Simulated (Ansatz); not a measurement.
# What In2Se (model cell, started as cuprite) distorts into, part 2 of 2

Aim: this structure of In2Se (model cell, started as cuprite) is to be tested for unstable modes, and one is followed downhill.

Ansatz 0.2.0; DFT PBEsol, scalar-relativistic, plane waves, PAW.

So far, highest frequency on the path or at a solved wavevector (cm⁻¹): step 2 (response at finite wavevector) 124. Also lowest frequency on the path (cm⁻¹): step 2 -117.

The structure was built from a prototype and need not be the compound's stable phase.

## Step 5: Energy along the mode, all amplitudes (two of the runs are shown above)

An imaginary frequency means negative curvature, so the energy should fall and then rise again as anharmonic terms take over.

Numbers from this step:

```yaml
depth_at_the_lowest_point_sampled: 58.24 meV/atom
largest_atomic_shift_at_that_point: 0.45 Å
```

Table of energy from the parent by largest atomic shift:

```tsv
largest atomic shift (Å)	energy from the parent (meV/atom)
0.000	0
0.040	-1.19
0.080	-4.26
0.140	-12.0
0.220	-25.3
0.320	-42.0
0.450	-58.2
0.600	-55.6
```

Displacement at unit largest shift by atom:

```tsv
atom	x (Å)	y (Å)	z (Å)	size
Se1	0.000	-0.707	-0.707	1.000
Se2	0.000	0.707	0.707	1.000
Se3	0.000	0.707	0.707	1.000
Se4	0.000	-0.707	-0.707	1.000
In5	0.000	0.000	0.000	0.000
In6	0.000	0.000	0.000	0.000
In7	0.000	-0.515	-0.515	0.728
In8	0.000	0.515	0.515	0.728
In9	0.000	-0.515	-0.515	0.728
In10	0.000	0.515	0.515	0.728
In11	0.000	0.000	0.000	0.000
In12	0.000	0.000	0.000	0.000
```

The lowest of the steps tried is at 0.45 Å, 58.2 meV/atom below the parent; the bottom of the well need not coincide with a step.

## Step 6: Relaxation from the frozen mode

Starting from the lowest point found, all atoms and the cell are let go, so that strain and other modes of the same symmetry can join in.

Input file input.yaml:

```yaml
crystal:
  lattice:
    - [-6.6284302234, 0.0, 0.0]
    - [0.0, -6.6284302234, -6.6284302234]
    - [0.0, -6.6284302234, 6.6284302234]
  atoms:
    - { symbol: Se, position: [0.0, 0.548005039, 0.5] }
    - { symbol: Se, position: [0.0, -0.048005039, 0.0] }
    - { symbol: Se, position: [0.5, -0.048005039, 0.5] }
    - { symbol: Se, position: [0.5, 0.548005039, 0.0] }
    - { symbol: In, position: [0.75, 0.25, 0.5] }
    - { symbol: In, position: [0.75, 0.75, 0.0] }
    - { symbol: In, position: [0.25, 0.0349900639, 0.25] }
    - { symbol: In, position: [0.25, 0.4650099361, 0.75] }
    - { symbol: In, position: [0.25, 0.0349900639, 0.75] }
    - { symbol: In, position: [0.25, 0.4650099361, 0.25] }
    - { symbol: In, position: [0.75, 0.75, 0.5] }
    - { symbol: In, position: [0.75, 0.25, 0.0] }
kpoints:
  mp_grid: { grid: [6, 4, 4] }
hamiltonian:
  xc: pbesol
scf:
  occupations: { method: methfessel_paxton, width: 0.2 }
output:
  forces: true
  stress: true
  eigenvalues: true
relax:
  adjacent_minimum: "off"
  f_tol: 0.002
  max_steps: 120
  cell: { stress_tol: 0.03 }
```

Launch:

```bash
ansatz run input.yaml --threads 8 --pin off --max-ram 14336MiB --backend cpu --events-out ev --progress --plain --runs-dir out
```

Numbers of over 12 decimals in the logs are rounded to 6 here.

The log of the run:

```text
[...]
Crystal: 12 atoms, lattice volume = 582.455 Å³
Basis set: ecut = 420 eV, 11407 PW (Γ), exchange–correlation on 90×128×128 points (8 copies of the dense FFT grid, shifted against one another)
Bands: 101, of which v1, the nominal top of the filled ones, is band 84 counted from 1 (83 counted from 0)
Symmetry: 8 space group operations
[...]
k-points: 36 of 96
[...]
SCF iter   1: F=—  HF=-65894.977432 eV  |F-HF|=—  |Δ(HF+E_count)|=         —  Δρ=2.93e-3  dr2=7.71e-2  ethr=1.77e-3  ⟨swp⟩=6.0  Hψ=14220  notcnv=0
[...]
SCF iter   9: F=-65894.964106 eV  HF=-65894.964106 eV  |F-HF|=1.06e-8  |Δ(HF+E_count)|=   4.82e-9  S|Δr|=    0.00e0  Δρ=1.78e-6  dr2=4.74e-8  ethr=5.95e-11  ⟨swp⟩=8.8  Hψ=16093  notcnv=0
SCF 1 converged in 9 iterations: F = -65894.964106 eV  dr2 = 4.74e-8
[...]
relax step   1: F+E_penalty+E_count = -65894.96410645 eV  Δ(F+E_penalty+E_count) = +0.000e0 eV  max|allowed force component| = 3.309e-1 eV/Å  Δτ_max = 0.0000 Å  P = -1.313 GPa  Ω = 582.455 Å³  (9 SCF iters, dr2 threshold 1.00e-7 eV, accepted)
Crystal: 12 atoms, lattice volume = 554.734 Å³
Basis set: ecut = 420 eV, 10837 PW (Γ), exchange–correlation on 90×128×128 points (8 copies of the dense FFT grid, shifted against one another)
[...]
SCF iter   8: F=-65895.703027 eV  HF=-65895.703028 eV  |F-HF|=3.71e-7  |Δ(HF+E_count)|=   4.75e-7  S|Δr|=    0.00e0  Δρ=7.26e-6  dr2=6.67e-7  ethr=7.14e-10  ⟨swp⟩=8.2  Hψ=15417  notcnv=0
SCF 2 converged in 8 iterations: F = -65895.703027 eV  dr2 = 6.67e-7
relax step   2: F+E_penalty+E_count = -65895.70302730 eV  Δ(F+E_penalty+E_count) = -7.389e-1 eV  max|allowed force component| = 4.027e-1 eV/Å  Δτ_max = 0.1902 Å  P = -1.369 GPa  Ω = 554.734 Å³  energy of the carried Pulay correction = +2.910e-3 eV  (8 SCF iters, dr2 threshold 1.20e-6 eV, accepted)
Crystal: 12 atoms, lattice volume = 521.611 Å³
Basis set: ecut = 420 eV, 10211 PW (Γ), exchange–correlation on 90×128×128 points (8 copies of the dense FFT grid, shifted against one another)
[...]
SCF iter   8: F=-65896.584301 eV  HF=-65896.584301 eV  |F-HF|=1.58e-7  |Δ(HF+E_count)|=   3.93e-7  S|Δr|=    0.00e0  Δρ=4.43e-6  dr2=2.15e-7  ethr=7.14e-10  ⟨swp⟩=9.2  Hψ=17187  notcnv=0
SCF 3 converged in 8 iterations: F = -65896.584301 eV  dr2 = 2.15e-7
[...]
relax step   3: F+E_penalty+E_count = -65896.58430111 eV  Δ(F+E_penalty+E_count) = -8.813e-1 eV  max|allowed force component| = 3.486e-1 eV/Å  Δτ_max = 0.1954 Å  P = -1.330 GPa  Ω = 521.611 Å³  energy of the carried Pulay correction = +6.721e-3 eV  (8 SCF iters, dr2 threshold 1.20e-6 eV, accepted)
[... from here on, the SCF cycles and remarks between the steps are left out ...]
relax step   4: F+E_penalty+E_count = -65897.58114505 eV  Δ(F+E_penalty+E_count) = -9.968e-1 eV  max|allowed force component| = 5.574e-1 eV/Å  Δτ_max = 0.1941 Å  P = -1.210 GPa  Ω = 479.072 Å³  energy of the carried Pulay correction = +1.225e-2 eV  (7 SCF iters, dr2 threshold 1.20e-6 eV, accepted)
relax step   5: F+E_penalty+E_count = -65898.49362438 eV  Δ(F+E_penalty+E_count) = -9.125e-1 eV  max|allowed force component| = 5.352e-1 eV/Å  Δτ_max = 0.1654 Å  P = -0.463 GPa  Ω = 447.320 Å³  energy of the carried Pulay correction = +1.694e-2 eV  (8 SCF iters, dr2 threshold 1.20e-6 eV, accepted)
relax step   6: F+E_penalty+E_count = -65899.16949520 eV  Δ(F+E_penalty+E_count) = -6.759e-1 eV  max|allowed force component| = 4.765e-1 eV/Å  Δτ_max = 0.1710 Å  P = +0.652 GPa  Ω = 419.147 Å³  energy of the carried Pulay correction = +2.160e-2 eV  (7 SCF iters, dr2 threshold 1.20e-6 eV, accepted)
relax step   7: F+E_penalty+E_count = -65899.76280264 eV  Δ(F+E_penalty+E_count) = -5.933e-1 eV  max|allowed force component| = 1.213e-1 eV/Å  Δτ_max = 0.1175 Å  P = +0.185 GPa  Ω = 407.291 Å³  energy of the carried Pulay correction = +2.372e-2 eV  (7 SCF iters, dr2 threshold 1.20e-6 eV, accepted)
relax step   8: F+E_penalty+E_count = -65900.02022912 eV  Δ(F+E_penalty+E_count) = -2.574e-1 eV  max|allowed force component| = 2.739e-1 eV/Å  Δτ_max = 0.0793 Å  P = +0.319 GPa  Ω = 394.343 Å³  energy of the carried Pulay correction = +2.615e-2 eV  (6 SCF iters, dr2 threshold 1.20e-6 eV, accepted)
relax step   9: F+E_penalty+E_count = -65900.24183093 eV  Δ(F+E_penalty+E_count) = -2.216e-1 eV  max|allowed force component| = 4.050e-1 eV/Å  Δτ_max = 0.1924 Å  P = +0.410 GPa  Ω = 392.715 Å³  energy of the carried Pulay correction = +2.647e-2 eV  (7 SCF iters, dr2 threshold 1.20e-6 eV, accepted)
relax step  10: F+E_penalty+E_count = -65900.39617207 eV  Δ(F+E_penalty+E_count) = -1.543e-1 eV  max|allowed force component| = 2.255e-1 eV/Å  Δτ_max = 0.1951 Å  P = -0.911 GPa  Ω = 398.525 Å³  energy of the carried Pulay correction = +2.535e-2 eV  (7 SCF iters, dr2 threshold 1.20e-6 eV, accepted)
relax step  11: F+E_penalty+E_count = -65900.56579722 eV  Δ(F+E_penalty+E_count) = -1.696e-1 eV  max|allowed force component| = 1.281e-1 eV/Å  Δτ_max = 0.1949 Å  P = -0.438 GPa  Ω = 388.946 Å³  energy of the carried Pulay correction = +2.720e-2 eV  (7 SCF iters, dr2 threshold 1.20e-6 eV, accepted)
relax step  12: F+E_penalty+E_count = -65900.65957823 eV  Δ(F+E_penalty+E_count) = -9.378e-2 eV  max|allowed force component| = 7.739e-2 eV/Å  Δτ_max = 0.1947 Å  P = -0.175 GPa  Ω = 379.066 Å³  energy of the carried Pulay correction = +2.920e-2 eV  (7 SCF iters, dr2 threshold 1.13e-6 eV, accepted)
relax step  13: F+E_penalty+E_count = -65900.67266041 eV  Δ(F+E_penalty+E_count) = -1.308e-2 eV  max|allowed force component| = 1.159e-2 eV/Å  Δτ_max = 0.0582 Å  P = +0.271 GPa  Ω = 372.376 Å³  energy of the carried Pulay correction = +3.060e-2 eV  (6 SCF iters, dr2 threshold 3.74e-7 eV, accepted)
relax step  14: F+E_penalty+E_count = -65900.67506729 eV  Δ(F+E_penalty+E_count) = -2.407e-3 eV  max|allowed force component| = 6.943e-3 eV/Å  Δτ_max = 0.0298 Å  P = +0.017 GPa  Ω = 375.955 Å³  energy of the carried Pulay correction = +2.984e-2 eV  (6 SCF iters, dr2 threshold 2.74e-7 eV, accepted)
relax step  15: F+E_penalty+E_count = -65900.67567696 eV  Δ(F+E_penalty+E_count) = -6.097e-4 eV  max|allowed force component| = 8.617e-3 eV/Å  Δτ_max = 0.0043 Å  P = +0.001 GPa  Ω = 375.932 Å³  energy of the carried Pulay correction = +2.985e-2 eV  (6 SCF iters, dr2 threshold 2.70e-8 eV, accepted)
relax step  16: F+E_penalty+E_count = -65900.67576487 eV  Δ(F+E_penalty+E_count) = -8.791e-5 eV  max|allowed force component| = 2.760e-3 eV/Å  Δτ_max = 0.0011 Å  P = +0.001 GPa  Ω = 376.129 Å³  energy of the carried Pulay correction = +2.981e-2 eV  (6 SCF iters, dr2 threshold 4.64e-9 eV, accepted)
relax step  17: F+E_penalty+E_count = -65900.67575328 eV  Δ(F+E_penalty+E_count) = +1.159e-5 eV  max|allowed force component| = 1.150e-3 eV/Å  Δτ_max = 0.0009 Å  P = +0.003 GPa  Ω = 376.224 Å³  energy of the carried Pulay correction = +2.979e-2 eV  (6 SCF iters, dr2 threshold 4.76e-10 eV, accepted)
relax step  18: F+E_penalty+E_count = -65900.68758540 eV  Δ(F+E_penalty+E_count) = -1.183e-2 eV  max|allowed force component| = 1.075e-3 eV/Å  Δτ_max = 0.0000 Å  P = +0.087 GPa  Ω = 376.224 Å³  stress off target by 3.04e-1 GPa  SCF on the basis re-selected at this cell (its energy is not comparable with the rows above)  (7 SCF iters)
relax step  19: F+E_penalty+E_count = -65900.69016100 eV  Δ(F+E_penalty+E_count) = -2.576e-3 eV  max|allowed force component| = 4.402e-3 eV/Å  Δτ_max = 0.0193 Å  P = +0.030 GPa  Ω = 375.357 Å³  energy of the carried Pulay correction = +1.372e-4 eV  (6 SCF iters, dr2 threshold 2.31e-7 eV, accepted)
relax step  20: F+E_penalty+E_count = -65900.69015376 eV  Δ(F+E_penalty+E_count) = +7.242e-6 eV  max|allowed force component| = 3.755e-4 eV/Å  Δτ_max = 0.0042 Å  P = +0.002 GPa  Ω = 375.760 Å³  energy of the carried Pulay correction = +6.948e-5 eV  (6 SCF iters, dr2 threshold 3.30e-9 eV, accepted)
[...]
SCF iter   7: F=-65900.690092 eV  HF=-65900.690092 eV  |F-HF|=0.00e0  |Δ(HF+E_count)|=  1.46e-11  S|Δr|=    0.00e0  Δρ=4.04e-8  dr2=9.64e-12  ethr=1.00e-12  ⟨swp⟩=4.0  Hψ=13079  notcnv=0
SCF 21 converged in 7 iterations: F = -65900.690092 eV  dr2 = 9.64e-12
relax step  21: F+E_penalty+E_count = -65900.69009202 eV  Δ(F+E_penalty+E_count) = +6.173e-5 eV  max|allowed force component| = 3.748e-4 eV/Å  Δτ_max = 0.0000 Å  P = +0.002 GPa  Ω = 375.760 Å³  stress off target by 1.94e-3 GPa  SCF on the basis re-selected at this cell (its energy is not comparable with the rows above)  (7 SCF iters)
basis re-selected at this cell: Δ(F+E_penalty+E_count) = +6.173e-5 eV, ΔP = -0.000 GPa vs the last step (what re-selecting the basis moved, of the pressure what is left beyond the Pulay correction that the steps carried, after the strain that the cell walked since its last selection, with what the two solves' SCF thresholds leave and, on support functions, any second-order correction that the steps lacked; it is no m [...]
SCF converged after 7 iterations
[...]
Free energy (F): -65900.690092 eV
[...]
Internal energy: -65900.692879 eV  (E = F + TS)
E sigma→0 (E₀):  -65900.690789 eV
Entropy (-TS):   0.002787 eV (0.232 meV/atom)
Fermi energy:    7.017977 eV
[...]
--- Forces (eV/Å), atoms counted from 1 ---
  atom   1  Se     0.00027182     0.00037477     0.00037477
  atom   2  Se     0.00027182    -0.00037477    -0.00037477
  atom   3  Se    -0.00027182    -0.00037477    -0.00037477
  atom   4  Se    -0.00027182     0.00037477     0.00037477
  atom   5  In    -0.00000000     0.00000000     0.00000000
  atom   6  In     0.00000000    -0.00000000    -0.00000000
  atom   7  In     0.00000000     0.00002320     0.00002320
  atom   8  In     0.00000000    -0.00002320    -0.00002320
  atom   9  In     0.00000000     0.00002320     0.00002320
  atom  10  In     0.00000000    -0.00002320    -0.00002320
  atom  11  In     0.00000000    -0.00000000    -0.00000000
  atom  12  In    -0.00000000     0.00000000     0.00000000
  max |Σ_I F_I| component: 1.30e-18 eV/Å
--- Stress (GPa, compression-positive) ---
        0.001156       0.000000       0.000000
        0.000000       0.001784       0.000154
        0.000000       0.000154       0.001784
  P = ⅓ Tr σ = 0.0016 GPa (0.016 kbar)
--- Band table (eV; the first three rows and the last of 36) ---
  k-point 0: bands = [... 80 lower, 5.3706, 5.5626, 6.0849, 6.4102, 6.8172, 7.6083, 7.6489, 7.9299, ... 13 higher]
  k-point 1: bands = [... 80 lower, 5.5577, 6.0950, 6.3719, 6.4152, 6.8785, 7.5761, 7.9650, 8.2470, ... 13 higher]
  k-point 2: bands = [... 80 lower, 6.0936, 6.0936, 6.4553, 6.4553, 7.3278, 7.3278, 8.2974, 8.2974, ... 13 higher]
  k-point 35: bands = [... 80 lower, 5.7236, 5.7236, 6.4548, 6.4548, 8.5452, 8.5452, 8.5788, 8.5788, ... 13 higher]
--- Relaxed structure (19 steps of the walk, 19 accepted, 2 SCFs on fresh bases) ---
  F+E_penalty+E_count = -65900.69009202 eV   max|allowed force component| = 3.748e-4 eV/Å   (the final SCF, on the basis selected at the relaxed cell)
  cell:  # Å, volume = 375.7604 Å³
    - [-5.397048, 0, 0]
    - [0, -7.872587, -7.872587]
    - [0, -4.421883, 4.421883]
  atoms:
    - { symbol: Se, position: [-0.043491, 0.515515, 0.500000] }
    - { symbol: Se, position: [-0.043491, -0.015515, 3.469446951953614e-18] }
    - { symbol: Se, position: [0.543491, -0.015515, 0.500000] }
    - { symbol: Se, position: [0.543491, 0.515515, 0.0] }
    - { symbol: In, position: [0.75, 0.25, 0.500000] }
    - { symbol: In, position: [0.75, 0.75, 0.0] }
    - { symbol: In, position: [0.25, 0.117156, 0.250000] }
    - { symbol: In, position: [0.25, 0.382844, 0.750000] }
    - { symbol: In, position: [0.25, 0.117156, 0.75] }
    - { symbol: In, position: [0.25, 0.382844, 0.250000] }
    - { symbol: In, position: [0.75, 0.75, 0.5] }
    - { symbol: In, position: [0.75, 0.25, 0.0] }
```

It took 5.8 min on 8 threads of Arm Neoverse V2, shared host; peak memory 3.4 GiB.

Relaxation path:

```tsv
step	energy less that of the first step (eV)	largest force component (eV/Å)	pressure (GPa)	volume (Å³)
1	0.0000	0.3309	-1.31	582.45
2	-0.7389	0.4027	-1.37	554.73
3	-1.6202	0.3486	-1.33	521.61
4	-2.6170	0.5574	-1.21	479.07
5	-3.5295	0.5352	-0.46	447.32
6	-4.2054	0.4765	0.65	419.15
7	-4.7987	0.1213	0.18	407.29
8	-5.0561	0.2739	0.32	394.34
9	-5.2777	0.4050	0.41	392.72
10	-5.4321	0.2255	-0.91	398.52
11	-5.6017	0.1281	-0.44	388.95
12	-5.6955	0.0774	-0.18	379.07
13	-5.7086	0.0116	0.27	372.38
14	-5.7110	0.0069	0.02	375.96
15	-5.7116	0.0086	0.00	375.93
16	-5.7117	0.0028	0.00	376.13
17	-5.7116	0.0011	0.00	376.22
18*	-5.7235	0.0011	0.09	376.22
19	-5.7261	0.0044	0.03	375.36
20	-5.7260	0.0004	0.00	375.76
21*	-5.7260	0.0004	0.00	375.76
```

Relaxation steps marked * repeat the geometry before them on a plane-wave basis chosen anew for their cell, so energy and pressure can jump there.

Forces are held to the 8 operations that the run works with; a distortion that breaks them can't arise in this run.

```tsv
cell as run	before	after	change
a (Å)	6.628	5.397	-18.6 %
b (Å)	9.374	11.134	+18.8 %
c (Å)	9.374	6.253	-33.3 %
volume (Å³/atom)	48.54	31.31	-35.5 %
```

The atoms that moved most (Å, as changes of fractional coordinates times the final cell):

```tsv
atom	dx	dy	dz	length
In7	0.000	-0.647	-0.647	0.915
In8	0.000	0.647	0.647	0.915
In10	0.000	0.647	0.647	0.915
In9	0.000	-0.647	-0.647	0.915
Se4	-0.235	0.256	0.256	0.431
Se2	0.235	-0.256	-0.256	0.431
Se1	0.235	0.256	0.256	0.431
Se3	-0.235	-0.256	-0.256	0.431
```

Final coordinates:

```xyz
12
Lattice="-5.3970 0.0000 0.0000 0.0000 -7.8726 -7.8726 0.0000 -4.4219 4.4219" Properties=species:S:1:pos:R:3 pbc="T T T"
Se    0.2347   -6.2694   -1.8475
Se    0.2347    0.1221    0.1221
Se   -2.9332   -2.0888    2.3331
Se   -2.9332   -4.0584   -4.0584
In   -4.0478   -4.1791    0.2428
In   -4.0478   -5.9044   -5.9044
In   -1.3493   -2.0278    0.1831
In   -1.3493   -6.3304    0.3024
In   -1.3493   -4.2387    2.3941
In   -1.3493   -4.1194   -1.9085
In   -4.0478   -8.1154   -3.6935
In   -4.0478   -1.9681   -1.9681
```

This step gave:

| Item | Value |
| --- | --- |
| pressure | 0.001574 GPa |
| volume per atom | 31.31 Å³ |

The distorted start has space group Pccm; the relaxation ends in Pccm.

## Step 7: What came out

| Quantity | Value |
| --- | --- |
| unstable mode of the parent | q = (0, -0.5, -0.5), 105i cm⁻¹ |
| depth at the lowest point sampled | 58.2 meV/atom |
| largest atomic shift at that point | 0.45 Å |
| space group reached (within 0.01 Å) | Pccm |
| energy gained over the parent (first relaxation, on the mesh of the frozen mode) | 536 meV/atom |
| volume per atom, phase reached | 31.3 Å³ |

**Reading.** Along this mode the structure falls into Pccm, 536 meV/atom below the parent. At the parent's cell the well is 58.24 meV/atom deep on the steps tried, with its lowest point at a shift of 0.45 Å. Relaxing atoms and cell changes the gain by +477.84 meV/atom against the lowest step (energies at zero smearing). Most of the total comes from this relaxation. The modes of the phase reached were not computed on this path. Of the 5 patterns followed to their end from this parent, this one ends 185 meV/atom above the lowest, P-4m2. Each path keeps the symmetry of its pattern, so a lower phase may lie along a pattern not tried. With no gap, or one that is small against the smearing, the frequencies hang on the k mesh and the smearing, most of all near Kohn anomalies. The volume moved by more than a tenth on the k mesh of the start, so the energy gain is rough. The starting cell was built on a prototype and not taken from a measurement, so the phase need not exist.

[Logs are printed without paths, hosts, clocks, repeated set-up lines and the standing remarks that a program may print on its own settings, such as how far it seeks lower states.]

[Hosts, paths, dates, database ids (printed as entryN), source tags and the programs' standing remarks are cut or masked in the printed files.]
